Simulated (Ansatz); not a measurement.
# How fast states decay through LiPH2SeO3, part 3 of 3

Aim: relax a made-up compound, LiPH2SeO3, and see how good a tunnel barrier it would be. It is built by putting Se for S, Li for K in the KPH2SO3 structure of space group Cm, with the volume rescaled by atomic radii. The parent structure comes from the Materials Project.

Ansatz 0.2.0; PBE DFT, plane waves, PAW files (the session's first sound run).

So far. Step 5 (Decay over the two-dimensional zone): The least value on the mesh is 0.331 Å⁻¹ at +1.77 eV. At that energy the listed points give about 0.331 Å⁻¹ by interpolation, so the mesh holds no clearly slower state. Step 6 (Band edges at another level): The searched edges give 3.43 eV, as on the mesh.

The structure was built from a prototype and need not be the compound's stable phase.

**7. Complex bands at another level**

This step: PBEsol DFT, plane waves, PAW files; complex bands by layer matching along the plane's normal (Ansatz 0.2.0).

The complex bands at that level, over its own gap, at (0, 0) and (0.5, 0).

Input file input.yaml:

```yaml
crystal:
  lattice:
    - [6.292611991, 0.0, 0.0]
    - [-3.339552648, 5.021233469, 0.0]
    - [-1.669776324, 2.510616735, 3.371030161]
  atoms:
    - { symbol: Li, position: [0.6549277413, 0.808459872, 0.0] }
    - { symbol: H, position: [0.2028770759, 0.2314366841, 0.5993606955] }
    - { symbol: H, position: [0.2028770759, 0.8307973796, 0.4006393045] }
    - { symbol: P, position: [0.0980807592, 0.3443935218, 0.0] }
    - { symbol: Se, position: [0.7422578373, 0.3075749517, 0.0] }
    - { symbol: O, position: [0.0638025557, 0.0691566165, 0.0] }
    - { symbol: O, position: [0.2885839773, 0.3446917767, 0.3529674209] }
    - { symbol: O, position: [0.2885839773, 0.6976591976, 0.6470325791] }
kpoints:
  mp_grid: { grid: [4, 8, 8] }
scf:
  occupations: { method: fixed }
hamiltonian:
  xc: pbesol
output:
  eigenvalues: true
  transmission:
    leads: [[0, 0]]
    kpoints: [[0.0, 0.0], [0.5, 0.0]]
    e_range: [-1.0, 4.43]
    de: 0.11
```

Started as:

```sh
$ ansatz run input.yaml --threads 2 --pin off --max-ram 4096MiB --backend cpu --events-out ev --progress --plain --runs-dir out
```

Numbers of over 12 decimals in the logs are rounded to 6 here.

Log:

```text
[...]
Crystal: 8 atoms, lattice volume = 106.513 Å³
Basis set: ecut = 420 eV, 2093 PW (Γ)
Bands: 30, of which v1, the nominal top of the filled ones, is band 22 counted from 1 (21 counted from 0)
Symmetry: 2 space group operations
[...]
k-points: 78 of 256 (time reversal used)
[...]
SCF iter   1: F=—  HF=-8084.853098 eV  |F-HF|=—  |Δ(HF+E_count)|=         —  Δρ=8.29e-3  dr2=6.33e-2  ethr=1.77e-3  ⟨swp⟩=5.0  Hψ=10290  notcnv=0  defer=411
[...]
SCF iter   8: F=-8084.834314 eV  HF=-8084.834314 eV  |F-HF|=1.47e-8  |Δ(HF+E_count)|=   2.40e-7  Δρ=5.51e-6  dr2=3.86e-8  ethr=2.27e-10  ⟨swp⟩=11.3  Hψ=12153  notcnv=0
SCF 1 converged in 8 iterations: F = -8084.834314 eV  dr2 = 3.86e-8
[...]
transmission: 5 of 10 steps passed
transmission: 10 of 10 steps passed
SCF converged after 8 iterations
Free energy (F): -8084.834314 eV
[...]
Internal energy: -8084.834314 eV  (E = F + TS)
E sigma→0 (E₀):  -8084.834314 eV
Fermi energy:    3.205157 eV
[...]
--- Band table (eV; the first three rows and the last of 78) ---
  k-point 0: bands = [... 18 lower, 0.6726, 1.0398, 2.7707, 3.2052, 6.6373, 7.8680, 8.2174, 9.4019, ... 4 higher]
  k-point 1: bands = [... 18 lower, 0.6505, 0.9832, 2.6724, 2.9605, 7.0320, 8.0571, 8.4559, 9.4233, ... 4 higher]
  k-point 2: bands = [... 18 lower, 0.6896, 0.8443, 2.4231, 2.5556, 7.6310, 8.5433, 9.2289, 9.5620, ... 4 higher]
  k-point 77: bands = [... 18 lower, 0.2952, 0.8193, 2.5830, 2.6277, 8.0644, 8.5462, 8.6947, 9.2387, ... 4 higher]
--- Transmission ---
  basis      : 277 plane waves across, 5 finite elements along
  points     : 2, as listed
[...]
channels       : 0.000000e0 a spin
[...]
slowest decay  : 0.3207 /Å at (0.0000, 0.0000)
```

Run time: 100 s. Hardware: 2 threads of Arm Neoverse N1, shared host; peak memory 0.85 GiB; 3.3 min of CPU time.

Numbers from this step:

- level to which the leads are filled: 1.716 eV from the Fermi level
- decay constant at the filling level, zone centre: 0.3207 Å⁻¹
- decay constant at the filling level, slowest listed point: 0.3207 Å⁻¹

K parallel (0, 0); values up to 1.5 1/Å, a degenerate pair printed once or twice; energies at which all values exceed this have no row. The Im kz of the slowest decaying states by energy, zero at the highest filled level on the SCF mesh:

```tsv
energy (eV)	decay 1 (Å⁻¹)	decay 2 (Å⁻¹)	decay 3 (Å⁻¹)	decay 4 (Å⁻¹)
-1.00	0.486	0.548	0.702	0.958
-0.78	0.535	0.552	0.717	0.984
-0.56	0.558	0.565	0.702	0.751
-0.34	0.220	0.568	0.587	0.684
-0.12	0.386	0.580	0.604	0.667
-0.01	0.443	0.586	0.610	0.655
0.10	0.130	0.495	0.592	0.616
0.32	0.216	0.594	0.604	0.625
0.54	0.262	0.613	0.613	0.632
0.76	0.290	0.622	0.627	0.636
0.98	0.308	0.628	0.638	0.638
1.20	0.318	0.634	0.638	0.645
1.42	0.323	0.637	0.637	0.649
1.64	0.323	0.633	0.640	0.651
1.75	0.321	0.631	0.641	0.652
1.97	0.314	0.625	0.642	0.650
2.19	0.302	0.618	0.641	0.646
2.41	0.286	0.608	0.640	0.640
2.63	0.263	0.597	0.630	0.638
2.85	0.233	0.583	0.616	0.634
3.07	0.191	0.567	0.596	0.630
3.29	0.124	0.547	0.572	0.624
3.51	0.525	0.541	0.617	0.782
3.73	0.497	0.504	0.609	0.769
3.95	0.442	0.463	0.477	0.600
4.17	0.362	0.418	0.444	0.591
4.39	0.271	0.351	0.390	0.580
```

K parallel (0.5, 0); values up to 1.5 1/Å, a degenerate pair printed once or twice; energies at which all values exceed this have no row. The Im kz of the slowest decaying states by energy, zero at the highest filled level on the SCF mesh:

```tsv
energy (eV)	decay 1 (Å⁻¹)	decay 2 (Å⁻¹)	decay 3 (Å⁻¹)	decay 4 (Å⁻¹)
-1.00	0.464	0.488	0.491	0.652
-0.78	0.322	0.415	0.474	0.656
-0.56	0.431	0.454	0.526	0.651
-0.34	0.332	0.412	0.565	0.633
-0.12	0.441	0.475	0.608	0.619
-0.01	0.467	0.498	0.617	0.629
0.10	0.488	0.517	0.625	0.636
0.32	0.516	0.546	0.638	0.647
0.54	0.535	0.567	0.648	0.654
0.76	0.547	0.584	0.654	0.657
0.98	0.555	0.598	0.657	0.658
1.20	0.539	0.581	0.609	0.657
1.42	0.528	0.593	0.618	0.653
1.64	0.519	0.600	0.626	0.648
1.75	0.514	0.602	0.629	0.645
1.97	0.502	0.604	0.634	0.637
2.19	0.489	0.603	0.627	0.632
2.41	0.475	0.599	0.615	0.621
2.63	0.458	0.593	0.601	0.607
2.85	0.438	0.585	0.585	0.591
3.07	0.417	0.566	0.572	0.574
3.29	0.392	0.544	0.549	0.561
3.51	0.363	0.519	0.520	0.545
3.73	0.330	0.481	0.491	0.525
3.95	0.291	0.422	0.461	0.502
4.17	0.243	0.324	0.434	0.474
4.39	0.157	0.178	0.399	0.441
```

At the listed wavevectors the last open channel is at -0.01 eV and the next at +3.51 eV on the grid. At +1.75 eV, the grid energy nearest the filling level (the middle of the gap on the SCF mesh), the slowest state at the listed wavevectors decays with κ = 0.321 Å⁻¹, its amplitude falling by e over 3.1 Å; the first such run, plane (010), gave 0.331 Å⁻¹.

**8. The same cell, other settings**

This step: PBE DFT, plane waves, PAW files; complex bands by layer matching along the plane's normal; changed: output.transmission.e_range = [-0.5, 0.5], output.transmission.de = 0.05 (Ansatz 0.2.0).

This run repeats an earlier one, its twin (the complex run, plane (010)), with two settings changed (output.transmission.e_range, output.transmission.de; files written aside). It is meant to test what the energy window and step decide. Where the input is shown as a difference, that is against the step before, not the twin.

Changes to input.yaml since step 7:

```diff
@@ -19,3 +19,3 @@
 hamiltonian:
-  xc: pbesol
+  xc: pbe
 output:
@@ -25,3 +25,3 @@
     kpoints: [[0.0, 0.0], [0.5, 0.0]]
-    e_range: [-1.0, 4.43]
-    de: 0.11
+    e_range: [-0.5, 0.5]
+    de: 0.05
```

Log:

```text
[...]
Crystal: 8 atoms, lattice volume = 106.513 Å³
Basis set: ecut = 420 eV, 2093 PW (Γ)
Bands: 30, of which v1, the nominal top of the filled ones, is band 22 counted from 1 (21 counted from 0)
Symmetry: 2 space group operations
[...]
k-points: 78 of 256 (time reversal used)
[...]
SCF iter   1: F=—  HF=-8167.110719 eV  |F-HF|=—  |Δ(HF+E_count)|=         —  Δρ=2.56e-3  dr2=8.13e-3  ethr=1.77e-3  ⟨swp⟩=5.0  Hψ=10234  notcnv=0  defer=414
[...]
SCF iter   8: F=-8167.106881 eV  HF=-8167.106881 eV  |F-HF|=4.23e-9  |Δ(HF+E_count)|=   7.37e-8  Δρ=4.83e-6  dr2=2.24e-8  ethr=2.27e-10  ⟨swp⟩=11.3  Hψ=11289  notcnv=0
SCF 1 converged in 8 iterations: F = -8167.106881 eV  dr2 = 2.24e-8
[...]
transmission: 5 of 10 steps passed
transmission: 10 of 10 steps passed
SCF converged after 8 iterations
Free energy (F): -8167.106881 eV
[...]
Internal energy: -8167.106881 eV  (E = F + TS)
E sigma→0 (E₀):  -8167.106881 eV
Fermi energy:    3.290652 eV
[...]
--- Band table (eV; the first three rows and the last of 78) ---
  k-point 0: bands = [... 18 lower, 0.7674, 1.1200, 2.8591, 3.2907, 6.8302, 8.0330, 8.3807, 9.5701, ... 4 higher]
  k-point 1: bands = [... 18 lower, 0.7434, 1.0650, 2.7637, 3.0541, 7.2085, 8.2167, 8.6232, 9.5931, ... 4 higher]
  k-point 2: bands = [... 18 lower, 0.7729, 0.9306, 2.5223, 2.6563, 7.7831, 8.6901, 9.3916, 9.7395, ... 4 higher]
  k-point 77: bands = [... 18 lower, 0.3977, 0.9036, 2.6838, 2.7194, 8.2069, 8.7148, 8.8354, 9.4274, ... 4 higher]
--- Transmission ---
  basis      : 277 plane waves across, 5 finite elements along
  points     : 2, as listed
[...]
channels       : 0.000000e0 a spin
[...]
slowest decay  : 0.2605 /Å at (0.0000, 0.0000)
```

The job ended after 62 s (2 threads; peak memory 0.7 GiB).

This step gave:

```yaml
free_energy: -8167.1069 eV
fermi_energy: 3.291 eV
gap_on_the_k_mesh: 3.540 eV
level_to_which_the_leads_are_filled: 1.770 eV from the Fermi level
```

K parallel (0, 0); values up to 1.5 1/Å, a degenerate pair printed once or twice; energies at which all values exceed this have no row. Im kz of the slowest decaying states against energy, zero at the highest filled level on the SCF mesh:

```tsv
energy (eV)	decay 1 (Å⁻¹)	decay 2 (Å⁻¹)	decay 3 (Å⁻¹)	decay 4 (Å⁻¹)
-0.500	0.563	0.575	0.706	0.765
-0.450	0.565	0.581	0.702	0.772
-0.400	0.131	0.567	0.585	0.698
-0.350	0.208	0.570	0.590	0.694
-0.300	0.261	0.572	0.594	0.691
-0.250	0.304	0.575	0.598	0.687
-0.200	0.340	0.578	0.602	0.683
-0.150	0.372	0.580	0.605	0.679
-0.100	0.400	0.583	0.609	0.674
-0.050	0.426	0.586	0.612	0.669
0.000	0.00492	0.451	0.589	0.615
0.050	0.0959	0.475	0.592	0.617
0.100	0.133	0.498	0.595	0.620
0.150	0.160	0.522	0.598	0.622
0.200	0.182	0.550	0.600	0.624
0.250	0.200	0.593	0.603	0.626
0.300	0.215	0.599	0.605	0.628
0.350	0.229	0.604	0.608	0.630
0.400	0.240	0.609	0.610	0.632
0.450	0.251	0.612	0.613	0.633
0.500	0.260	0.615	0.618	0.635
```

K parallel (0, 0). The Re kz of states that move upwards by energy, zero at the highest filled level on the SCF mesh:

```tsv
energy (eV)	channel 1 (Å⁻¹)	channel 2 (Å⁻¹)
-0.500	-0.384	-0.196
-0.450	-0.355	-0.100
-0.400	-0.326	-
-0.350	-0.298	-
-0.300	-0.270	-
-0.250	-0.241	-
-0.200	-0.211	-
-0.150	-0.179	-
-0.100	-0.143	-
-0.050	-0.0992	-
0.000	-	-
0.050	-	-
0.100	-	-
0.150	-	-
0.200	-	-
0.250	-	-
0.300	-	-
0.350	-	-
0.400	-	-
0.450	-	-
0.500	-	-
```

K parallel (0.5, 0); values up to 1.5 1/Å, a degenerate pair printed once or twice; energies at which all values exceed this have no row. Im kz of the slowest decaying states against energy, zero at the highest filled level on the SCF mesh:

```tsv
energy (eV)	decay 1 (Å⁻¹)	decay 2 (Å⁻¹)	decay 3 (Å⁻¹)	decay 4 (Å⁻¹)
-0.500	0.107	0.450	0.479	0.541
-0.450	0.119	0.438	0.512	0.549
-0.400	0.207	0.419	0.548	0.653
-0.350	0.318	0.410	0.563	0.648
-0.300	0.366	0.423	0.578	0.642
-0.250	0.396	0.440	0.593	0.632
-0.200	0.419	0.456	0.608	0.620
-0.150	0.436	0.469	0.616	0.619
-0.100	0.451	0.481	0.618	0.625
-0.050	0.464	0.492	0.621	0.630
0.000	0.475	0.502	0.625	0.635
0.050	0.485	0.511	0.628	0.639
0.100	0.493	0.519	0.632	0.642
0.150	0.501	0.527	0.635	0.645
0.200	0.508	0.534	0.638	0.648
0.250	0.515	0.540	0.641	0.650
0.300	0.520	0.546	0.644	0.652
0.350	0.526	0.552	0.646	0.654
0.400	0.531	0.557	0.648	0.656
0.450	0.535	0.562	0.651	0.658
0.500	0.539	0.567	0.652	0.659
```

**9. Summary of results**

```json
{
  "band gap": "3.54 eV",
  "least decay constant at mid-gap, normal to (010)": "0.331 Å⁻¹",
  "least decay constant on a mesh, normal to (010)": "0.331 Å⁻¹",
  "least decay constant, PBEsol": "0.321 Å⁻¹"
}
```

In words: With PBE, the slowest decay at the wavevectors tried is κ = 0.331 Å⁻¹, normal to (010). Through such a film the transmission near mid-gap falls as exp(−2κd), a factor of ten every 3.5 Å. A free electron under a barrier of half the gap would need a mass of 0.24 mₑ to decay at this rate. With PBEsol the gap goes from 3.54 to 3.43 eV and the decay constant, over the first 2 listed wavevectors, from 0.331 to 0.321 Å⁻¹. The compound is made up by substitution; its stability against other phases and against distortions of the cell's symmetry was not tested. A semilocal functional narrows gaps, so real decay constants are likely larger.

[Logs are printed without paths, hosts, clocks, repeated set-up lines and the standing remarks that a program may print on its own settings, such as how far it seeks lower states.]

[Hosts, paths, dates, database ids (printed as entryN), source tags and the programs' standing remarks are cut or masked in the printed files.]
